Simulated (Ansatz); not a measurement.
In doubt: masses and optical values from hybrid runs of this build are listed as unsure, which bears on the screening that GW takes from such a start.

Rows from a G0W0 calculation on KSrYWO6 (F-43m) (Ansatz 0.2.0; G0W0 on PBE0, plane waves, PAW; PAW set soft_1; 4×4×4 mesh, 808 empty bands, screening to 180 eV, PAW set soft_1 files), in eV. Spin-orbit coupling is left out.

| row | k | band | start | Σx | Σc at the solution | Vxc |
| --- | --- | --- | --- | --- | --- | --- |
| A | (0.000, -0.500, -0.500) | c1 | 10.876 | -13.026 | -4.176 | -17.425 |
| B | (0.000, -0.500, -0.500) | v1 | 6.288 | -25.674 | 3.824 | -22.049 |
| C | Γ | v1 | 6.332 | -25.769 | 3.827 | -22.144 |
| D | (0.000, -0.500, -0.500) | v2 | 5.568 | -26.062 | 3.737 | -22.453 |
| E | Γ | c1 | 10.914 | -13.024 | -4.050 | -17.319 |
| F | (0.000, -0.500, -0.500) | c2 | 12.382 | -16.400 | -4.242 | -21.016 |

Q: Work out each quasiparticle level and how far it moved.

The quasiparticle equation reads E = start + Σx + Σc(E) − Vxc.

| row | E (eV) | shift (eV) |
| --- | --- | --- |
| A | 11.099 | +0.223 |
| B | 6.487 | +0.199 |
| C | 6.534 | +0.202 |
| D | 5.697 | +0.128 |
| E | 11.158 | +0.245 |
| F | 12.755 | +0.373 |

Limits: not at the basis limit; no spin-orbit coupling.

[Runs of the session that timed out or met a known fault of the program may be left out.]

[Cells called generated may have been cut or substituted from an entry of the Crystallography Open Database or the Materials Project.]

[Hosts, paths, dates, database ids (printed as entryN), source tags and the programs' standing remarks are cut or masked in the printed files.]
